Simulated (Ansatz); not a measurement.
**What KTaTe3 (built on the sites of a database entry of KTaO3) distorts into**

Wanted: the energy along a soft mode of KTaTe3 (built on the sites of a database entry of KTaO3) and the structure at the end.

Main program and level: Ansatz 0.2.0; DFT PBEsol, scalar-relativistic, plane waves, PAW.

The structure was built from a prototype and need not be the compound's stable phase.

## Step 1: The starting structure

Symmetry: Pm-3m, No. 221, cubic system. The conventional cell has a = 5.448 Å, b = 5.448 Å, c = 5.448 Å, α = 90.00°, β = 90.00°, γ = 90.00°. Nearest to K lie 12 Te at 3.85 Å. Nearest to Ta lie 6 Te at 2.72 Å. Nearest to Te lie 2 Ta at 2.72 Å and 4 K at 3.85 Å. Farther neighbours and most contacts between anions are not listed.

## Step 2: The dispersion

The cell comes from relaxations at this level that are not shown. Stability and thermal properties need the whole zone. Linear response on a 2×2×2 q mesh gives force constants as far as a supercell of that size would.

Input file input.yaml:

```yaml
crystal:
  lattice:
    - [5.4478105987, 0.0, 0.0]
    - [0.0, 5.4478105987, 0.0]
    - [0.0, 0.0, 5.4478105987]
  atoms:
    - { symbol: K, position: [0.5, 0.5, 0.5] }
    - { symbol: Ta, position: [0.0, 0.0, 0.0] }
    - { symbol: Te, position: [0.5, 0.0, 0.0] }
    - { symbol: Te, position: [0.0, 0.5, 0.0] }
    - { symbol: Te, position: [0.0, 0.0, 0.5] }
kpoints:
  mp_grid: { grid: [8, 8, 8] }
hamiltonian:
  xc: pbesol
scf:
  occupations: { method: methfessel_paxton, width: 0.2 }
output:
  eigenvalues: true
phonons:
  method: dfpt
  qmesh: [2, 2, 2]
  temperatures: { t_max: 1000, t_step: 50 }
  qpath:
    path:
      - [[0.0, 0.0, 0.0], [0.0, 0.5, 0.0], [0.5, 0.5, 0.0], [0.0, 0.0, 0.0], [0.5, 0.5, 0.5], [0.0, 0.5, 0.0]]
      - [[0.5, 0.5, 0.5], [0.5, 0.5, 0.0]]
    npoints: 10
```

Command:

```sh
$ ansatz run input.yaml --threads 8 --pin off --max-ram 14336MiB --backend cpu --events-out ev --progress --plain --runs-dir out
```

Numbers of over 12 decimals in the logs are rounded to 6 here.

What it wrote:

```text
Engine: ansatz 0.2.0, aarch64-unknown-linux-gnu
Pseudopotentials: kind: paw
Pseudopotential: K, paw, valence charge 9, recommended cutoff 420 eV (normal), K.paw.azcp
Pseudopotential: Ta, paw, valence charge 13, recommended cutoff 420 eV (normal), Ta.paw.azcp
Pseudopotential: Te, paw, valence charge 16, recommended cutoff 420 eV (normal), Te.paw.azcp
Functional definition: PBEsol
  exchange = pbesol_x
  correlation = pbesol_c
Crystal: 5 atoms, lattice volume = 161.684 Å³
Basis set: ecut = 420 eV, 3119 PW (Γ), exchange–correlation on 80×80×80 points (8 copies of the dense FFT grid, shifted against one another)
Bands: 42, of which v1, the nominal top of the filled ones, is band 35 counted from 1 (34 counted from 0)
Symmetry: 48 space group operations
k-points: 35 of 512
Non-local potential: K, projectors of the file, l = 0: 3, l = 1: 2, l = 2: 2
Non-local potential: Ta, projectors of the file, l = 0: 3, l = 1: 2, l = 2: 2, l = 3: 1
Non-local potential: Te, projectors of the file, l = 0: 2, l = 1: 2, l = 2: 2, l = 3: 2
PAW form: soft (Blöchl's): semilocal exchange-correlation on the pseudo side does not see the compensation charge
PAW frozen core: K, regenerated for the run's functional, and the local potential with it (the file was generated under x = pbe(κ = 0.804, μ = 0.219515), c = pbe(β = 0.066725))
PAW frozen core: Ta, regenerated for the run's functional, and the local potential with it (the file was generated under x = pbe(κ = 0.804, μ = 0.219515), c = pbe(β = 0.066725))
PAW frozen core: Te, regenerated for the run's functional, and the local potential with it (the file was generated under x = pbe(κ = 0.804, μ = 0.219515), c = pbe(β = 0.066725))
PAW one-centre angular grid: K, 110 points (default); XC on 64 Gauss nodes
PAW one-centre angular grid: Ta, 590 points (default); XC on 64 Gauss nodes
PAW one-centre angular grid: Te, 590 points (default); XC on 64 Gauss nodes
Initial density: superposition of atomic densities (neutral atoms: chi_scale 0, normalization atom), corrected by the library's trained network
Initial wavefunctions: pseudopotential atomic-orbital guess
Functional: x = pbesol(κ = 0.804, μ = 0.123457), c = pbesol(β = 0.046)
SCF iter   1: F=—  HF=-32028.555837 eV  |F-HF|=—  |Δ(HF+E_count)|=         —  Δρ=2.36e-3  dr2=7.71e-3  ethr=1.77e-3  ⟨swp⟩=7.2  Hψ=6127  notcnv=0
preconditioner: auto → LDOS  [metal: Δε(μ)=0.020 eV  Ē_g=9.025 eV  σ=0.200 eV  W_gap=0.09  n_scr=32 (ndim 8)  ℏωp=16.0 eV  f_vac=0.043  D(μ)=5.01/eV (n_scr^D=32)  β→1.0]
SCF iter   2: F=—  HF=-32028.554282 eV  |F-HF|=—  |Δ(HF+E_count)|=   1.55e-3  S|Δr|=    0.00e0  Δρ=7.41e-4  dr2=1.29e-3  ethr=1.10e-5  ⟨swp⟩=2.1  Hψ=2989  notcnv=0  defer=1
SCF iter   3: F=—  HF=-32028.554101 eV  |F-HF|=—  |Δ(HF+E_count)|=   1.81e-4  S|Δr|=    0.00e0  Δρ=2.59e-4  dr2=1.42e-4  ethr=1.84e-6  ⟨swp⟩=2.1  Hψ=2583  notcnv=0  defer=1
SCF iter   4: F=—  HF=-32028.554057 eV  |F-HF|=—  |Δ(HF+E_count)|=   4.39e-5  S|Δr|=    0.00e0  Δρ=9.00e-5  dr2=1.01e-5  ethr=2.03e-7  ⟨swp⟩=2.0  Hψ=2528  notcnv=0  defer=1
SCF iter   5: F=—  HF=-32028.554052 eV  |F-HF|=—  |Δ(HF+E_count)|=   4.76e-6  S|Δr|=    0.00e0  Δρ=2.44e-5  dr2=7.64e-7  ethr=1.44e-8  ⟨swp⟩=2.0  Hψ=2653  notcnv=0  defer=1
SCF iter   6: F=—  HF=-32028.554052 eV  |F-HF|=—  |Δ(HF+E_count)|=   2.18e-8  S|Δr|=    0.00e0  Δρ=5.66e-6  dr2=5.07e-8  ethr=1.09e-9  ⟨swp⟩=2.6  Hψ=2495  notcnv=0  defer=1
SCF iter   7: F=—  HF=-32028.554052 eV  |F-HF|=—  |Δ(HF+E_count)|=   1.00e-8  S|Δr|=    0.00e0  Δρ=1.11e-6  dr2=2.76e-9  ethr=7.24e-11  ⟨swp⟩=2.0  Hψ=1995  notcnv=0  defer=1
SCF iter   8: F=—  HF=-32028.554052 eV  |F-HF|=—  |Δ(HF+E_count)|=  5.46e-10  S|Δr|=    0.00e0  Δρ=1.83e-7  dr2=4.08e-11  ethr=3.95e-12  ⟨swp⟩=2.0  Hψ=1987  notcnv=0  defer=1
SCF iter   9: F=-32028.554052 eV  HF=-32028.554052 eV  |F-HF|=7.28e-12  |Δ(HF+E_count)|=  7.28e-12  S|Δr|=    0.00e0  Δρ=2.39e-8  dr2=6.49e-13  ethr=1.00e-12  ⟨swp⟩=10.9  Hψ=8012  notcnv=0
SCF 1 converged in 9 iterations: F = -32028.554052 eV  dr2 = 6.49e-13
  greatest PAW one-centre occupation: 1.000 electrons in one spin orbital (limit 2), on the Ta atom at site 1 (counted from 0), in its partial waves of l = 0
Initial density: read from a saved state, or passed on in memory by an earlier SCF of this step, an earlier step, the calling program or the single point that the run made first
iter 1 solved again at ethr=3.08e-7 eV; its pass at ethr=3.10e-3 eV (dr2=2.16e-4 eV) is discarded
SCF iter   1: F=—  HF=-32028.554052 eV  |F-HF|=—  |Δ(HF+E_count)|=         —  Δρ=8.82e-7  dr2=7.50e-10  ethr=3.08e-7  ⟨swp⟩=3.5  Hψ=9664  notcnv=0
eigensolver tolerance schedule: the retry pair's looser diagonalisation over-reported the residual by 287499.92 of it (diagonalisation noise at an unbounded share of the residual, at the tolerance the schedule requests for it); recorded, not acted on — ethr = c·dr2/N_el stays at c = 1.0e-1
preconditioner: auto → LDOS  [metal: Δε(μ)=0.010 eV  Ē_g=9.027 eV  σ=0.200 eV  W_gap=0.04  n_scr=32 (ndim 8)  ℏωp=16.0 eV  f_vac=0.037  D(μ)=5.06/eV (n_scr^D=32)  β→1.0]
SCF iter   2: F=—  HF=-32028.554052 eV  |F-HF|=—  |Δ(HF+E_count)|=   9.80e-8  S|Δr|=    0.00e0  Δρ=1.03e-6  dr2=1.05e-9  ethr=1.07e-12  ⟨swp⟩=4.8  Hψ=4678  notcnv=0
SCF iter   3: F=—  HF=-32028.554052 eV  |F-HF|=—  |Δ(HF+E_count)|=  5.31e-10  S|Δr|=    0.00e0  Δρ=4.59e-7  dr2=1.86e-10  ethr=1.07e-12  ⟨swp⟩=2.1  Hψ=2647  notcnv=0
SCF iter   4: F=—  HF=-32028.554052 eV  |F-HF|=—  |Δ(HF+E_count)|=  5.46e-11  S|Δr|=    0.00e0  Δρ=3.14e-7  dr2=9.05e-11  ethr=1.00e-12  ⟨swp⟩=1.0  Hψ=1470  notcnv=0
SCF iter   5: F=—  HF=-32028.554052 eV  |F-HF|=—  |Δ(HF+E_count)|=  1.09e-11  S|Δr|=    0.00e0  Δρ=1.97e-7  dr2=3.70e-11  ethr=1.00e-12  ⟨swp⟩=1.0  Hψ=1470  notcnv=0
SCF iter   6: F=—  HF=-32028.554052 eV  |F-HF|=—  |Δ(HF+E_count)|=    0.00e0  S|Δr|=    0.00e0  Δρ=1.38e-7  dr2=1.82e-11  ethr=1.00e-12  ⟨swp⟩=1.0  Hψ=1470  notcnv=0
SCF iter   7: F=-32028.554052 eV  HF=-32028.554052 eV  |F-HF|=0.00e0  |Δ(HF+E_count)|=  1.46e-11  S|Δr|=    0.00e0  Δρ=4.87e-8  dr2=2.21e-12  ethr=1.00e-12  ⟨swp⟩=4.8  Hψ=3791  notcnv=0
SCF 2 converged in 7 iterations: F = -32028.554052 eV  dr2 = 2.21e-12
phonons: the bands overlap, so this run is a metal and interpolates without the dipole-dipole term. If the crystal is really an insulator or semiconductor, its LO-TO splitting is missing
NSCF: frozen V_eff on 35 k-points
NSCF: frozen V_eff on 125 k-points
DFPT response loops at q = (0, 0, 0) (fractional): preconditioner auto → Kerker (q_TF=auto, 2.373 Å⁻¹) (partly filled bands, converged f_vac=0.037); β = 1.00, the filter's whole step (`scf.mixing.beta` (0.50) is not read by the response loops under this deck's `scf.mixing.preconditioner`; to damp them name `kerker` or `kerker_dos`, under which they read `scf.mixing.beta`, and type it under 1.00, their step now; both keys bind the ground state too); Broyden in place of MSR1
NSCF: frozen V_eff on 250 k-points
DFPT response loops at q = (0, 0, -0.5) (fractional): mixed as the last ones told, above
NSCF: frozen V_eff on 250 k-points
DFPT response loops at q = (0, -0.5, -0.5) (fractional): mixed as the last ones told, above
NSCF: frozen V_eff on 250 k-points
DFPT response loops at q = (-0.5, -0.5, -0.5) (fractional): mixed as the last ones told, above
SCF converged after 9 iterations
Stability not checked: this state was not tested for a lower state beside it, because cold or Methfessel-Paxton smearing, or corrected tetrahedra, fill the levels in a way that the test cannot read (fill_not_monotonic; see scf.lower_state_search)
Free energy (F): -32028.554052 eV
Harris-Foulkes:  -32028.554052 eV  (|F-HF|=7.28e-12)
Internal energy: -32028.527254 eV  (E = F + TS)
E sigma→0 (E₀):  -32028.547353 eV
Entropy (-TS):   -0.026799 eV (-5.360 meV/atom)
Fermi energy:    8.396933 eV
--- Per-component energies (eV) ---
  E_band       = -1124.489638
  E_kinetic    = 1163.306913
  E_local      = -6011.612865  (includes V_loc(G=0)·N_el)
  E_nonlocal   = -892.120347
  E_hartree    = 3291.512494
  E_xc         = -720.250741
  E_vxc        = -679.651676  (∫ρ·V_xc dr)
  E_paw        = -22789.649255  (= ΣΔE_a)
  E_vpaw       = -1287.436234  (= ΣTr[D̂ρ^β])
  E_aug_tail   = -0.000416  (compensation charges beyond the density's cutoff)
  E_ewald      = -6071.159012
  E_core_change = 1.445977  (= ΣΔE_core)
  E_smearing   = -0.026799  (= −TS)
  E_closure    = 0.000000  (closes the sum)
  Σ components = -32028.554052   (vs F -32028.554052, Δ=0.00e0)
--- Band table (eV; the first three rows and the last of 35) ---
  k-point 0: bands = [... 31 lower, 7.2235, 7.4611, 7.4611, 7.4611, 8.0994, 8.0994, 8.0994, 9.4094, ... 3 higher]
  k-point 1: bands = [... 31 lower, 7.1140, 7.4479, 7.4676, 7.7075, 7.7075, 8.4275, 8.4275, 9.4274, ... 3 higher]
  k-point 2: bands = [... 31 lower, 6.6035, 6.8813, 7.4834, 7.7508, 7.7508, 9.0857, 9.0857, 9.4577, ... 3 higher]
  k-point 34: bands = [... 31 lower, 4.2909, 8.7980, 8.7980, 8.7980, 9.7393, 9.7393, 9.7393, 10.5618, ... 3 higher]
--- Phonons (Γ-DFPT): 4 representative perturbations + reference (Σ response iterations 14) ---
  ASR residual: 3.489e-5 → 0.000e0 eV/Å²; symmetrization residual: 1.969e-5 eV/Å²
  ASR residual per site (eV/Å²): 1.20e-5 3.49e-5 3.61e-6 3.61e-6 3.61e-6
  Γ frequencies (cm⁻¹): 0.00 0.00 0.00 13.68 13.68 13.68 32.55 32.55 32.55 63.00 63.00 63.00 181.66 181.66 181.66
--- Phonons (arbitrary-q DFPT): 4 irreducible q on the 2×2×2 mesh ---
  q = [0.0000, 0.0000, 0.0000] (star 1, of the zone-centre solve; hermiticity 3.46e-6, symmetrization 1.40e-11): -0.00 -0.00 0.00 13.68 13.68 13.68 32.55 32.55 32.55 63.00 63.00 63.00 181.66 181.66 181.66
  q = [0.0000, 0.0000, -0.5000] (star 3, 9 solved perturbations in 975 linear systems a pass and spin channel, the states on 125 of 512 k-point pairs; hermiticity 2.73e-6, symmetrization 1.80e-11): -15.60 -15.60 31.34 31.34 41.18 48.98 48.98 53.14 57.51 68.92 68.92 103.53 179.09 179.09 180.77
  q = [0.0000, -0.5000, -0.5000] (star 3, 9 solved perturbations in 975 linear systems a pass and spin channel, the states on 125 of 512 k-point pairs; hermiticity 3.40e-6, symmetrization 2.81e-12): -31.31 -23.71 39.80 39.80 56.25 60.09 60.09 61.96 61.96 89.46 90.82 105.48 105.48 176.77 194.71
  q = [-0.5000, -0.5000, -0.5000] (star 1, 4 solved perturbations in 350 linear systems a pass and spin channel, the states on 125 of 512 k-point pairs; hermiticity 3.28e-6, symmetrization 4.89e-11): -32.52 -32.52 -32.52 -29.42 -29.42 52.52 52.52 52.52 92.33 92.33 92.33 103.61 103.61 103.61 208.06
  sum rule: each row above includes the acoustic sum rule's correction from the zone centre's row sums; it moved no ω² by more than (0.29 cm⁻¹)²
  mesh force constants: q→R imaginary residual 1.67e-18; ASR residual 3.489e-5 → 0.000e0 eV/Å²; symmetrization residual 5.329e-15 eV/Å²
  interpolated dispersion: 62 rows × 15 modes
  density of states and harmonic sums: on the 12×12×12 q-mesh, interpolated from the force constants of a 2×2×2 supercell (no non-analytic term)
  largest difference from the sums on the solved wave vectors: F 4.12e-1 eV, S 5.25e-4 and C_V 1.14e-4 eV/K
  zero-point energy: 0.067595 eV/cell   skipped modes (ω ≤ 0): 114, of them read as no rigid motion or as one in doubt: 111 (1.183e0 modes/cell left out, lowest -32.52 cm⁻¹)   left out of the sums: 7.90e-2 of the cell's modes: C_V's classical limit lies that fraction below 3 k_B per atom; for a crystal, a wire or a layer, F and S can be off by more, and a phonons.interpolated_qmesh denser along its periods is the remedy for the sampling
```

The job ended after 5.6 min (8 threads of Arm Neoverse V1, shared host; peak memory 2.5 GiB; 43 min of CPU time).

The column dr2 measures how far the density is from self-consistency, as an energy; F and HF (Harris–Foulkes) agree once it is small.

This step gave:

```yaml
volume_per_atom: 32.34 Å³
gap_on_the_k_mesh: 0 eV
sum_rule_residual_before_enforcement: 3.49e-5 eV/Å²
lowest_frequency_on_the_path: -32.52 cm⁻¹
point_group: m-3m
highest_frequency_on_the_path_or_at_a_solved_wavevector: 208.8 cm⁻¹
highest_optical_mode_at_the_zone_centre_no_lo_to_term: 181.7 cm⁻¹
lowest_optical_zone_centre_mode: 13.68 cm⁻¹
lowest_mode_on_the_q_mesh_acoustic_modes_at_gamma_apart: -32.52 cm⁻¹
```

Frequencies (cm⁻¹) solved at each irreducible wavevector; negative means imaginary. Frequencies by wavevector, by row:

| q in reciprocal lattice units | star | mode 1 | mode 2 | mode 3 | mode 4 | mode 13 | mode 14 | mode 15 |
| --- | --- | --- | --- | --- | --- | --- | --- | --- |
| 0 0 0 | 1 | 0 | 0 | 0 | 13.7 | 181.7 | 181.7 | 181.7 |
| 0 0 -0.5 | 3 | -15.6 | -15.6 | 31.3 | 31.3 | 179.1 | 179.1 | 180.8 |
| 0 -0.5 -0.5 | 3 | -31.3 | -23.7 | 39.8 | 39.8 | 105.5 | 176.8 | 194.7 |
| -0.5 -0.5 -0.5 | 1 | -32.5 | -32.5 | -32.5 | -29.4 | 103.6 | 103.6 | 208.1 |

Interpolated from a 2×2×2 q mesh. The phonon branches at the labelled points (cm⁻¹):

```csv
point,branch 1,branch 2,branch 3,branch 4,branch 12,branch 13,branch 14,branch 15
Γ,0,0,0,14,63,182,182,182
halfway,-9,-9,25,25,73,180,180,181
X,-16,-16,31,31,104,179,179,181
halfway,-20,3,32,42,104,140,178,195
M,-31,-24,40,40,106,106,177,195
halfway,-15,7,31,40,78,158,179,193
Γ,0,0,0,14,63,182,182,182
halfway,7,7,17,48,82,152,152,204
R,-32,-32,-32,-29,104,104,104,208
halfway,-10,12,12,40,105,123,145,207
X,-16,-16,31,31,104,179,179,181
jump to R,-32,-32,-32,-29,104,104,104,208
halfway,-32,6,6,33,105,105,128,208
M,-31,-24,40,40,106,106,177,195
```

Symmetry leaves 4 wavevectors to solve. The lowest mode among them, the acoustic zeros apart, lies at q = (-0.5, -0.5, -0.5) and is imaginary, 32.5i cm⁻¹, so the energy falls along it.

## Step 3: The mode frozen in, largest atomic shift 0 Å

The mode followed lies at q = (-0.5, -0.5, -0.5) with frequency 32.5i cm⁻¹ and is 3-fold degenerate, the softest among the wavevectors solved. At small amplitude the distorted cell has space group no. 140 by a symmetry search on the positions. The undistorted cell that holds it gives the zero of energy on the same k mesh.

System of this step: KTaTe3 (built on the sites of a database entry of KTaO3). It takes space group Pm-3m (No. 221, cubic). Conventional cell: a = 5.448 Å, b = 5.448 Å, c = 5.448 Å, α = 90.00°, β = 90.00°, γ = 90.00°. K has 12 Te at 3.85 Å nearest. Ta has 6 Te at 2.72 Å nearest. Nearest to Te lie 2 Ta at 2.72 Å and 4 K at 3.85 Å. Farther neighbours and most contacts between anions are not listed.

Input file input.yaml:

```yaml
crystal:
  lattice:
    - [5.4478105987, 5.4478105987, 0.0]
    - [5.4478105987, 0.0, 5.4478105987]
    - [5.4478105987, 0.0, -5.4478105987]
  atoms:
    - { symbol: K, position: [0.5, 0.25, 0.75] }
    - { symbol: K, position: [0.5, 0.75, 0.25] }
    - { symbol: Ta, position: [0.0, 0.0, 0.0] }
    - { symbol: Ta, position: [0.0, 0.5, 0.5] }
    - { symbol: Te, position: [0.0, 0.25, 0.25] }
    - { symbol: Te, position: [0.0, 0.75, 0.75] }
    - { symbol: Te, position: [0.5, 0.75, 0.75] }
    - { symbol: Te, position: [0.5, 0.25, 0.25] }
    - { symbol: Te, position: [0.0, 0.25, 0.75] }
    - { symbol: Te, position: [0.0, 0.75, 0.25] }
kpoints:
  mp_grid: { grid: [8, 8, 8] }
hamiltonian:
  xc: pbesol
scf:
  occupations: { method: methfessel_paxton, width: 0.2 }
output:
  forces: true
  stress: true
  eigenvalues: true
```

What it wrote:

```text
[...]
Crystal: 10 atoms, lattice volume = 323.367 Å³
Basis set: ecut = 420 eV, 6303 PW (Γ), exchange–correlation on 108×108×108 points (8 copies of the dense FFT grid, shifted against one another)
Bands: 84, of which v1, the nominal top of the filled ones, is band 70 counted from 1 (69 counted from 0)
Symmetry: 96 space group operations
[...]
k-points: 29 of 512
[...]
k-point 0: bands = [... 66 lower, 7.4351, 8.1006, 8.1006, 8.1006, 8.8044, 8.8044, 8.8044, 9.3806, ... 10 higher]
  k-point 1: bands = [... 66 lower, 7.7239, 8.0547, 8.0547, 8.1266, 8.6428, 8.6428, 8.7196, 9.6218, ... 10 higher]
  k-point 2: bands = [... 66 lower, 7.5715, 8.2656, 8.2656, 8.2871, 8.3833, 8.3833, 8.4955, 9.4025, ... 10 higher]
  k-point 28: bands = [... 66 lower, 6.8041, 6.8041, 7.7671, 7.7671, 9.0463, 9.0463, 9.5868, 9.5868, ... 10 higher]
[key lines of the parts left out:]
SCF converged after 6 iterations
Free energy (F): -64057.144941 eV
Fermi energy:    8.398699 eV
P = ⅓ Tr σ = -0.0063 GPa (-0.063 kbar)
```

Wall time 5.8 s (8 threads); peak memory 1.7 GiB; 43 s of CPU time.

Numbers from this step:

```yaml
pressure: -0.006314 GPa
energy_from_the_undistorted_cell: 0 meV/atom
```

The run ends at a pressure of -0.01 GPa.

## Step 4: The mode frozen in, largest atomic shift 0.6 Å

The atoms are moved along the unstable eigenvector, the largest shift by 0.6 Å, with the cell fixed.

input.yaml, as its differences from that of step 3:

```diff
@@ -12,6 +12,6 @@
     - { symbol: Te, position: [0.0, 0.75, 0.75] }
-    - { symbol: Te, position: [0.5, 0.75, 0.75] }
-    - { symbol: Te, position: [0.5, 0.25, 0.25] }
-    - { symbol: Te, position: [0.0, 0.25, 0.75] }
-    - { symbol: Te, position: [0.0, 0.75, 0.25] }
+    - { symbol: Te, position: [0.5, 0.8050679937, 0.6949320063] }
+    - { symbol: Te, position: [0.5, 0.1949320063, 0.3050679937] }
+    - { symbol: Te, position: [-0.1101359875, 0.3050679937, 0.8050679937] }
+    - { symbol: Te, position: [0.1101359875, 0.6949320063, 0.1949320063] }
 kpoints:
```

What it wrote:

```text
[...]
Crystal: 10 atoms, lattice volume = 323.367 Å³
Basis set: ecut = 420 eV, 6303 PW (Γ), exchange–correlation on 108×108×108 points (8 copies of the dense FFT grid, shifted against one another)
Bands: 84, of which v1, the nominal top of the filled ones, is band 70 counted from 1 (69 counted from 0)
Symmetry: 16 space group operations
[...]
k-points: 59 of 512
[...]
k-point 0: bands = [... 66 lower, 7.3008, 7.5945, 7.8838, 8.1250, 8.1250, 8.6630, 8.6630, 8.7622, ... 10 higher]
  k-point 1: bands = [... 66 lower, 7.6229, 7.6753, 7.9045, 7.9376, 8.1784, 8.5415, 8.5796, 8.9968, ... 10 higher]
  k-point 2: bands = [... 66 lower, 7.5811, 7.6322, 7.9739, 8.0840, 8.3624, 8.3988, 8.4399, 9.2296, ... 10 higher]
  k-point 58: bands = [... 66 lower, 6.6427, 7.2092, 7.6211, 7.9126, 7.9126, 8.7126, 9.4568, 9.4568, ... 10 higher]
[key lines of the parts left out:]
SCF converged after 6 iterations
Free energy (F): -64057.478543 eV
Fermi energy:    8.190482 eV
P = ⅓ Tr σ = -1.5204 GPa (-15.204 kbar)
```

The job ended after 11 s (8 threads; peak memory 2 GiB).

This step gave:

| Property | Result |
| --- | --- |
| pressure | -1.520 GPa |
| energy from the undistorted cell | -33.31 meV/atom |

The energy, extrapolated to zero smearing, is -33.31 meV/atom against the undistorted cell.

The run ends at a pressure of -1.52 GPa, with forces up to 0.015 eV/Å.

## Step 5: Energy along the mode, all amplitudes (two of the runs are shown above)

An imaginary frequency means negative curvature, so the energy should fall and then rise again as anharmonic terms take over.

This step gave:

- depth at the lowest point sampled: 33.31 meV/atom
- largest atomic shift at that point: 0.6 Å

Energy from the parent against largest atomic shift:

```csv
largest atomic shift (Å),energy from the parent (meV/atom)
0.000,0
0.040,-0.167
0.080,-0.678
0.140,-2.18
0.220,-6.28
0.320,-15.5
0.450,-27.1
0.600,-33.3
```

Displacement at unit largest shift by atom:

| atom | x (Å) | y (Å) | z (Å) | size |
| --- | --- | --- | --- | --- |
| K1 | 0.00 | 0.00 | 0.00 | 0.00 |
| K2 | 0.00 | 0.00 | 0.00 | 0.00 |
| Ta3 | 0.00 | 0.00 | 0.00 | 0.00 |
| Ta4 | 0.00 | 0.00 | 0.00 | 0.00 |
| Te5 | 0.00 | 0.00 | 0.00 | 0.00 |
| Te6 | 0.00 | 0.00 | 0.00 | 0.00 |
| Te7 | 0.00 | 0.00 | 1.00 | 1.00 |
| Te8 | 0.00 | 0.00 | -1.00 | 1.00 |
| Te9 | 0.00 | -1.00 | 0.00 | 1.00 |
| Te10 | 0.00 | 1.00 | 0.00 | 1.00 |

The lowest of the steps tried is the last one, at 0.6 Å, 33.3 meV/atom below the parent; the bottom of the well need not coincide with a step.

(Continued in part 2 of 2.)

[Logs are printed without paths, hosts, clocks, repeated set-up lines and the standing remarks that a program may print on its own settings, such as how far it seeks lower states.]

[Hosts, paths, dates, database ids (printed as entryN), source tags and the programs' standing remarks are cut or masked in the printed files.]
